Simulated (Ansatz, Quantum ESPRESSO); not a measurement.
# KCdF3 (Pm-3m): zone-centre phonons, part 3 of 3

Aim: the zone-centre modes of KCdF3 (Pm-3m).

Quantum ESPRESSO 7.5; DFT LDA, scalar-relativistic, plane waves, JTH PAW pseudopotentials.

So far, lowest optical zone-centre mode (cm⁻¹): step 6 (zone-centre analysis) -55.1. The relaxed cell has a = 4.292 Å (conventional setting).

## 8. Sum rules set otherwise (asr crystal)

The rule can be imposed in more than one way; the choices should agree where the raw error is small.

dynmat.in

```
&INPUT
  fildyn = 'g.dyn'
  asr    = 'crystal'
  fileig = 'dynmat.eig'
  lperm  = .true.
/
```

Command:

```bash
> dynmat.x -in dynmat.in > dynmat.out
```

The log of the run:

```text
[banner, memory and clock lines left out]
Program DYNMAT v.7.5

     Reading Dynamical Matrix from file g.dyn
     ...Force constants read
     ...epsilon and Z* read
     Acoustic Sum Rule: || Z*(ASR) - Z*(orig)|| =    7.249730E-03
     Acoustic Sum Rule: ||dyn(ASR) - dyn(orig)||=    1.350460E-05
     A direction for q was not specified:TO-LO splitting will be absent

     Polarizability (A^3 units)
     multiply by 0.683236 for Clausius-Mossotti correction
         8.751054    0.000000    0.000000
         0.000000    8.751054    0.000000
         0.000000    0.000000    8.751054

     IR activities are in (D/A)^2/amu units

# mode   [cm-1]    [THz]      IR
    1    -55.16   -1.6538    2.9021
    2    -55.16   -1.6538    2.9021
    3    -55.16   -1.6538    2.9021
    4    -49.42   -1.4817    0.0000
    5    -49.42   -1.4817    0.0000
    6    -49.42   -1.4817    0.0000
    7     -0.00   -0.0000    0.0000
    8     -0.00   -0.0000    0.0000
    9      0.00    0.0000    0.0000
   10    116.48    3.4920    0.5258
   11    116.48    3.4920    0.5258
   12    116.48    3.4920    0.5258
   13    482.04   14.4513    3.9304
   14    482.04   14.4513    3.9304
   15    482.04   14.4513    3.9304

Electronic dielectric permittivity tensor (relative, adimensional)
         2.390870    0.000000    0.000000
         0.000000    2.390870    0.000000
         0.000000    0.000000    2.390870

 ... with zone-center polar mode contributions
         3.892443    0.000000    0.000000
         0.000000    3.892443   -0.000000
         0.000000   -0.000000    3.892443

[end of the log left out, with the tail of the file of modes that dynmat.x writes under the same name]
```

Wall time 0.83 s (1 thread of AMD EPYC 7R43, shared host).

This step gave:

```yaml
lowest_optical_zone_centre_mode: -55.16 cm⁻¹
```

Zone-centre frequencies as printed; negative means imaginary. Modes:

```
mode  frequency (cm⁻¹)
   1            -55.16
   2            -55.16
   3            -55.16
   4            -49.42
   5            -49.42
   6            -49.42
   7                 0
   8                 0
   9                 0
  10             116.5
  11             116.5
  12             116.5
  13               482
  14               482
  15               482
```

Against the first rule no mode moves by more than 0.1 cm⁻¹.

## 9. Modes along a direction of q (1 0 0)

A longitudinal polar mode sets up a macroscopic field that stiffens it; the term hangs on the direction from which q goes to zero.

dynmat.in

```
&INPUT
  fildyn = 'g.dyn'
  asr    = 'simple'
  fileig = 'dynmat.eig'
  q(1)   = 1.0
  q(2)   = 0.0
  q(3)   = 0.0
/
```

Command:

```bash
> dynmat.x -in dynmat.in > dynmat.out
```

The log of the run:

```text
[banner, memory and clock lines left out]
Program DYNMAT v.7.5

     Reading Dynamical Matrix from file g.dyn
     ...Force constants read
     ...epsilon and Z* read

     Polarizability (A^3 units)
     multiply by 0.683236 for Clausius-Mossotti correction
         8.751054    0.000000    0.000000
         0.000000    8.751054    0.000000
         0.000000    0.000000    8.751054

     IR activities are in (D/A)^2/amu units

# mode   [cm-1]    [THz]      IR
    1    -55.15   -1.6534    2.9022
    2    -55.15   -1.6534    2.9022
    3    -49.43   -1.4818    0.0000
    4    -49.43   -1.4818    0.0000
    5    -49.43   -1.4818    0.0000
    6     -0.00   -0.0000    0.0000
    7      0.00    0.0000    0.0000
    8      0.00    0.0000    0.0000
    9     97.05    2.9094    0.1594
   10    116.48    3.4920    0.5257
   11    116.48    3.4920    0.5257
   12    181.09    5.4290    2.0778
   13    482.04   14.4511    3.9304
   14    482.04   14.4511    3.9304
   15    532.63   15.9679    5.1211

[end of the log left out, with the tail of the file of modes that dynmat.x writes under the same name]
```

It took 0.79 s on 1 thread.

This step gave:

- highest mode moved by the LO-TO term: 532.6 cm⁻¹

Zone-centre frequencies as printed; negative means imaginary. Modes:

```
mode  frequency (cm⁻¹)
   1            -55.15
   2            -55.15
   3            -49.43
   4            -49.43
   5            -49.43
   6                 0
   7                 0
   8                 0
   9             97.05
  10             116.5
  11             116.5
  12             181.1
  13               482
  14               482
  15             532.6
```

The field moves 3 modes; the highest of them now lies at 533 cm⁻¹, where the highest that moved away lay at 482.

## 10. The same in Ansatz

The same cell goes through another code, with its own cutoff. The potentials differ. Its k mesh is centred on Γ.

This step: DFT LDA, scalar-relativistic, plane waves, PseudoDojo norm-conserving pseudopotentials (Ansatz 0.2.0).

input.yaml

```yaml
crystal:
  lattice:
    - [4.292014551, 0.0, 0.0]
    - [0.0, 4.292014551, 0.0]
    - [0.0, 0.0, 4.292014551]
  atoms:
    - { symbol: K, position: [0.0, 0.0, 0.0] }
    - { symbol: Cd, position: [0.5, 0.5, 0.5] }
    - { symbol: F, position: [0.0, 0.5, 0.5] }
    - { symbol: F, position: [0.5, 0.0, 0.5] }
    - { symbol: F, position: [0.5, 0.5, 0.0] }
kpoints:
  mp_grid: { grid: [4, 4, 4] }
hamiltonian:
  xc: lda
  pseudopotentials: { kind: nc, accuracy: standard }
scf:
  occupations: { method: fixed }
output:
  eigenvalues: true
phonons:
  method: dfpt
  dielectric: true
  rigid_motions: translations
```

Command:

```bash
> ansatz run input.yaml --threads 4 --pin off --max-ram 8192MiB --backend cpu --events-out ev --progress --plain --runs-dir out
```

The log of the run:

```text
Engine: ansatz 0.2.0, x86_64-unknown-linux-gnu
Pseudopotentials: kind: nc
Pseudopotential: K, nc, valence charge 9, recommended cutoff 979.609905 eV (normal), K.nc.azcp (PseudoDojo's, or run here from an input of PseudoDojo's; its table is named by hamiltonian.pseudopotentials.accuracy)
Pseudopotential: Cd, nc, valence charge 20, recommended cutoff 1387.780699 eV (normal), Cd.nc.azcp (PseudoDojo's, or run here from an input of PseudoDojo's; its table is named by hamiltonian.pseudopotentials.accuracy)
Pseudopotential: F, nc, valence charge 7, recommended cutoff 1142.878222 eV (normal), F.nc.azcp (PseudoDojo's, or run here from an input of PseudoDojo's; its table is named by hamiltonian.pseudopotentials.accuracy)
Functional definition: SPW92
  exchange = slater_x
  correlation = pw_c
Crystal: 5 atoms, lattice volume = 79.065 Å³
Basis set: ecut = 1387.780699 eV, 9171 PW (Γ), exchange–correlation on 108×108×108 points (8 copies of the dense FFT grid, shifted against one another)
Bands: 30, of which v1, the nominal top of the filled ones, is band 25 counted from 1 (24 counted from 0)
Symmetry: 48 space group operations
k-points: 30 of 64 (irreducible under 2 space group operations, time reversal used)
Non-local potential: K, projectors of the file, l = 0: 2, l = 1: 2, l = 2: 2
Non-local potential: Cd, projectors of the file, l = 0: 2, l = 1: 2, l = 2: 2
Non-local potential: F, projectors of the file, l = 0: 2, l = 1: 2, l = 2: 1
Initial density: superposition of atomic densities (chi_scale 0.1, normalization cell, long waves kept (reshape's long-wave potential 0.00 eV rms))
Initial wavefunctions: pseudopotential atomic-orbital guess
Functional: x = slater, c = lda
SCF iter   1: F=—  HF=-7604.899490 eV  |F-HF|=—  |Δ(HF+E_count)|=         —  Δρ=2.15e-1  dr2=2.95e1  ethr=3.10e-3  ⟨swp⟩=7.0  Hψ=4489  notcnv=0  defer=81
preconditioner: auto → Resta (q_TF=auto, 2.528 Å⁻¹)  ε∞=4.0  [insulator: Δε(μ)=1.203 eV  Ē_g=15.220 eV  n_scr=18 (ndim 8)  ℏωp=26.4 eV  f_vac=0.051  ε∞_Penn≈4.0]
SCF iter   2: F=—  HF=-7596.088815 eV  |F-HF|=—  |Δ(HF+E_count)|=    8.81e0  Δρ=5.74e-2  dr2=1.76e0  ethr=3.10e-3  ⟨swp⟩=4.8  Hψ=2677  notcnv=0  defer=70
SCF iter   3: F=—  HF=-7595.484365 eV  |F-HF|=—  |Δ(HF+E_count)|=   6.04e-1  Δρ=2.22e-2  dr2=3.93e-1  ethr=3.10e-3  ⟨swp⟩=3.4  Hψ=1767  notcnv=0  defer=68
SCF iter   4: F=—  HF=-7595.329896 eV  |F-HF|=—  |Δ(HF+E_count)|=   1.54e-1  Δρ=1.03e-2  dr2=1.02e-1  ethr=7.85e-4  ⟨swp⟩=3.4  Hψ=1842  notcnv=0  defer=80
SCF iter   5: F=—  HF=-7595.286311 eV  |F-HF|=—  |Δ(HF+E_count)|=   4.36e-2  Δρ=2.15e-3  dr2=5.54e-3  ethr=2.04e-4  ⟨swp⟩=3.0  Hψ=2001  notcnv=0  defer=83
SCF iter   6: F=—  HF=-7595.284841 eV  |F-HF|=—  |Δ(HF+E_count)|=   1.47e-3  Δρ=4.98e-4  dr2=1.81e-4  ethr=1.11e-5  ⟨swp⟩=3.9  Hψ=1602  notcnv=0  defer=83
SCF iter   7: F=—  HF=-7595.284834 eV  |F-HF|=—  |Δ(HF+E_count)|=   7.45e-6  Δρ=6.13e-5  dr2=3.83e-6  ethr=3.61e-7  ⟨swp⟩=2.2  Hψ=1426  notcnv=0  defer=80
SCF iter   8: F=—  HF=-7595.285250 eV  |F-HF|=—  |Δ(HF+E_count)|=   4.16e-4  Δρ=2.18e-5  dr2=2.92e-7  ethr=7.66e-9  ⟨swp⟩=2.8  Hψ=1642  notcnv=0  defer=78
SCF iter   9: F=—  HF=-7595.285250 eV  |F-HF|=—  |Δ(HF+E_count)|=   6.14e-8  Δρ=3.57e-6  dr2=7.73e-9  ethr=5.85e-10  ⟨swp⟩=2.0  Hψ=1542  notcnv=0  defer=78
SCF iter  10: F=—  HF=-7595.285250 eV  |F-HF|=—  |Δ(HF+E_count)|=  3.63e-10  Δρ=5.25e-7  dr2=1.81e-10  ethr=1.55e-11  ⟨swp⟩=2.1  Hψ=1591  notcnv=0  defer=78
SCF iter  11: F=-7595.285250 eV  HF=-7595.285250 eV  |F-HF|=8.19e-12  |Δ(HF+E_count)|=  2.17e-10  Δρ=1.33e-7  dr2=5.95e-12  ethr=1.00e-12  ⟨swp⟩=17.5  Hψ=7554  notcnv=0
SCF 1 converged in 11 iterations: F = -7595.285250 eV  dr2 = 5.95e-12
DFPT response loops at Γ: preconditioner auto → none (the input reference at scf.mixing.eps_inf says where Resta's filter doesn't serve); β = 0.50; Broyden in place of MSR1
── the response to a field inside a basis, on 4×4×4 k-points: an SCF that follows is theirs, and a resumed run solves both again ──
Bands: 26, of which v1, the nominal top of the filled ones, is band 25 counted from 1 (24 counted from 0)
k-points: 4 of 64
Initial density: handed on by an earlier stage of this run
Initial wavefunctions: pseudopotential atomic-orbital guess (no wavefunctions were taken with the density)
Eigensolver: Dense (4 Hₖ)
SCF iter   1: F=—  HF=-7595.257364 eV  |F-HF|=—  |Δ(HF+E_count)|=         —  Δρ=3.68e-4  dr2=9.25e-6  ethr=1.00e-1
preconditioner: auto → Resta (q_TF=auto, 2.528 Å⁻¹)  ε∞=4.8  [insulator: Δε(μ)=3.999 eV  Ē_g=13.827 eV  n_scr=18 (ndim 8)  ℏωp=27.1 eV  f_vac=0.112  ε∞_Penn≈4.8]
SCF iter   2: F=—  HF=-7595.257370 eV  |F-HF|=—  |Δ(HF+E_count)|=   6.28e-6  Δρ=1.88e-4  dr2=2.44e-6  ethr=1.85e-8
SCF iter   3: F=—  HF=-7595.257373 eV  |F-HF|=—  |Δ(HF+E_count)|=   2.61e-6  Δρ=2.88e-5  dr2=2.24e-7  ethr=4.87e-9
SCF iter   4: F=-7595.257373 eV  HF=-7595.257373 eV  |F-HF|=9.57e-10  |Δ(HF+E_count)|=   2.54e-8  Δρ=4.07e-6  dr2=6.07e-9  ethr=4.48e-10
SCF 1 converged in 4 iterations: F = -7595.257373 eV  dr2 = 6.07e-9
DFPT response loops at Γ: mixed as the last ones told, above
SCF converged after 11 iterations
Free energy (F): -7595.285250 eV
Harris-Foulkes:  -7595.285250 eV  (|F-HF|=8.19e-12)
Internal energy: -7595.285250 eV  (E = F + TS)
E sigma→0 (E₀):  -7595.285250 eV
Fermi energy:    4.706184 eV
--- Per-component energies (eV) ---
  E_band       = -669.895834
  E_kinetic    = 3277.057522
  E_local      = -7966.547733  (includes V_loc(G=0)·N_el)
  E_nonlocal   = -2.584199
  E_hartree    = 2629.457849
  E_xc         = -1267.547459
  E_vxc        = -1236.737081  (∫ρ·V_xc dr)
  E_ewald      = -4265.121230
  E_smearing   = -0.000000  (= −TS)
  E_closure    = -0.000000  (closes the sum)
  Σ components = -7595.285250   (vs F -7595.285250, Δ=0.00e0)
--- Band table (eV; the first three rows and the last of 30) ---
  k-point 0: bands = [... 21 lower, 2.4301, 2.5083, 2.5083, 2.5083, 7.5505, 12.4536, 12.4536, 13.1980, ... 1 higher]
  k-point 1: bands = [... 21 lower, 2.4401, 2.5699, 2.6099, 2.6099, 8.5821, 12.4185, 12.8334, 13.7080, ... 1 higher]
  k-point 2: bands = [... 21 lower, 2.4183, 2.7469, 2.7469, 2.8688, 10.2920, 11.3379, 13.2466, 14.4177, ... 1 higher]
  k-point 29: bands = [... 21 lower, 2.9039, 2.9039, 4.7062, 4.7062, 12.0773, 12.0773, 12.0773, 13.7260, ... 1 higher]
--- Phonons (Γ-DFPT): 4 representative perturbations + reference, on 30 of 64 k-points (Σ response iterations 13) ---
  k mesh reduced under 2 symmetry operations, with k and −k counted as one. Each operation leaves every solved perturbation unchanged. A smaller set is not considered because the run solves the response to a homogeneous field
  ASR residual: 5.093e-4 → 0.000e0 eV/Å²; symmetrization residual: 1.564e-5 eV/Å²
  ASR residual per site (eV/Å²): 2.71e-5 5.09e-4 1.62e-4 1.62e-4 1.62e-4
  Γ frequencies (cm⁻¹): -60.68 -60.68 -60.68 -53.85 -53.85 -53.85 0.00 0.00 0.00 115.91 115.91 115.91 482.25 482.25 482.25
  ε∞ (high-frequency dielectric tensor):
        2.408879     0.000000     0.000000
        0.000000     2.408879     0.000000
        0.000000     0.000000     2.408879
  softest optical mode at Γ: -60.68 cm⁻¹; the repairs (sum rule, projections) moved no ω² at Γ by more than (2.38 cm⁻¹)²
  Born effective charges Z* (e; rows j = field, columns β = displacement):
    site 0:
         1.20039   -0.00000    0.00000
        -0.00000    1.20039    0.00000
        -0.00000    0.00000    1.20039
    site 1:
         2.29454   -0.00000    0.00000
         0.00000    2.29454    0.00000
         0.00000    0.00000    2.29454
    site 2:
        -1.75009    0.00000    0.00000
        -0.00000   -0.87242    0.00000
        -0.00000    0.00000   -0.87242
    site 3:
        -0.87242   -0.00000    0.00000
         0.00000   -1.75009    0.00000
        -0.00000    0.00000   -0.87242
    site 4:
        -0.87242   -0.00000   -0.00000
         0.00000   -0.87242    0.00000
         0.00000    0.00000   -1.75009
  Z* charge neutrality: 5.945e-4 e pre-enforcement
  solved inside a basis spanned on kpoints, on 4×4×4 k-points, its susceptibility summed on 8×8×8: ε∞ is read to err by 4.5e-3, Z* by 2.2e-2 e (field_mesh: kpoints solves on kpoints); Z* is corrected for what the basis lacks
  optical modes at Γ without the LO–TO term, one row a degenerate level:
      ω (cm⁻¹)  modes    IR ((D/Å)²/amu)
        -60.68      3             8.7384
        -53.85      3             0.0000
        115.91      3             1.4801
        482.25      3            12.2774
  optical modes at Γ + LO–TO along q̂ = [1.0000, 0.0000, 0.0000]:
      ω (cm⁻¹)  modes    IR ((D/Å)²/amu)
        -60.68      2             5.8256
        -53.85      3             0.0000
         96.15      1             0.1748
        115.91      2             0.9867
        177.80      1             2.0279
        482.25      2             8.1850
        534.26      1             5.2959
  optical modes at Γ + LO–TO along q̂ = [0.0000, 1.0000, 0.0000]:
      ω (cm⁻¹)  modes    IR ((D/Å)²/amu)
        -60.68      2             5.8256
        -53.85      3             0.0000
         96.15      1             0.1748
        115.91      2             0.9867
        177.80      1             2.0279
        482.25      2             8.1850
        534.26      1             5.2959
  optical modes at Γ + LO–TO along q̂ = [0.0000, 0.0000, 1.0000]:
      ω (cm⁻¹)  modes    IR ((D/Å)²/amu)
        -60.68      2             5.8256
        -53.85      3             0.0000
         96.15      1             0.1748
        115.91      2             0.9867
        177.80      1             2.0279
        482.25      2             8.1850
        534.26      1             5.2959
```

Run time: 75 s. Hardware: 4 threads; peak memory 1.9 GiB.

Read from the output:

```
gap on the k-mesh                                : 2.844 eV
sum-rule residual before enforcement             : 5.09e-4 eV/Å²
miss of the charge sum rule                      : 5.95e-4 e
estimated error of the dielectric tensor         : 0.004522
estimated error of the Born charges              : 0.02232 e
highest optical zone-centre mode (no LO-TO term) : 482.2 cm⁻¹
lowest optical zone-centre mode                  : -60.68 cm⁻¹
mean high-frequency dielectric constant          : 2.409
largest Born charge in size (third of the trace) : 2.295 e
highest mode moved by the LO-TO term             : 534.3 cm⁻¹
```

Transverse modes; imaginary modes left out. Infrared lines, with heights relative to the strongest:

```
position (cm⁻¹)  label  IR intensity ((D/Å)²/amu), degenerate modes summed, relative
            116    T1u                                                            12
            482    T1u                                                           100
```

## 11. Side by side: QE JTH and Ansatz, PseudoDojo

Numbers from this step:

```yaml
root_mean_square_difference: 3.55 cm⁻¹
largest_difference: 5.53 cm⁻¹
```

The 12 of 12 modes that differ most. Frequencies side by side:

```
q (reciprocal lattice)  mode  QE JTH (cm⁻¹)  Ansatz, PseudoDojo (cm⁻¹)
                 0 0 0     1         -55.15                     -60.68
                 0 0 0     2         -55.15                     -60.68
                 0 0 0     3         -55.15                     -60.68
                 0 0 0     4         -49.43                     -53.85
                 0 0 0     5         -49.43                     -53.85
                 0 0 0     6         -49.43                     -53.85
                 0 0 0    10          116.5                      115.9
                 0 0 0    11          116.5                      115.9
                 0 0 0    12          116.5                      115.9
                 0 0 0    13            482                      482.2
                 0 0 0    14            482                      482.2
                 0 0 0    15            482                      482.2
```

The two runs side by side. Further quantities:

```
                                                                               quantity  QE JTH  Ansatz, PseudoDojo
                                                                                mean ε∞   2.391               2.409
largest Born charge in size (e; the first before, the second after the charge sum rule)    2.28               2.295
```

At the zone centre the largest difference (acoustic modes at Γ apart) is 1 % of the highest mode, but 10 % of the mode at 55i cm⁻¹ on which it sits.

## 12. Outcome

```yaml
space_group_after_relaxation: Pm-3m
volume_per_atom: 15.8 Å³
gap_on_the_k_mesh: 2.77 eV
highest_optical_zone_centre_mode_no_lo_to_term: 482.0 cm⁻¹
lowest_optical_zone_centre_mode: -55.1 cm⁻¹
highest_mode_moved_by_the_lo_to_term: 532.6 cm⁻¹
mean_high_frequency_dielectric_constant: 2.39
largest_born_charge_in_size_third_of_the_trace: 2.28 e
imaginary_optical_modes_at_the_zone_centre_no_q_mesh_in_this_session: yes
largest_difference_from_ansatz_pseudodojo: 5.53 cm⁻¹
```

What this shows: At the LDA level the optical modes of KCdF3 (Pm-3m) at the zone centre (no LO-TO term) run from 55i to 482 cm⁻¹, so the structure is a saddle point, with 6 modes beyond 10i cm⁻¹ there. Along the directions run, the highest mode that the macroscopic field moves lies at 533 cm⁻¹. Of the 12 optical modes, 9 are infrared active alone and 3 are silent. QE JTH and Ansatz, PseudoDojo differ by 3.5 cm⁻¹ in the root mean square and by 5.5 cm⁻¹ at most, 1.1 % of the highest mode compared (acoustic modes at Γ left out); the two use different potentials, and the cell was not relaxed for the second set. These are harmonic frequencies at zero temperature: anharmonic shifts and linewidths and thermal expansion are left out. The structure comes from a database and need not be the phase that is stable at ambient conditions.

[Host names and launcher messages were left out of these logs when they were recorded.]

[Logs are printed without paths, hosts, clocks, repeated set-up lines and the standing remarks that a program may print on its own settings, such as how far it seeks lower states.]

[Hosts, paths, dates, database ids (printed as entryN), source tags and the programs' standing remarks are cut or masked in the printed files.]
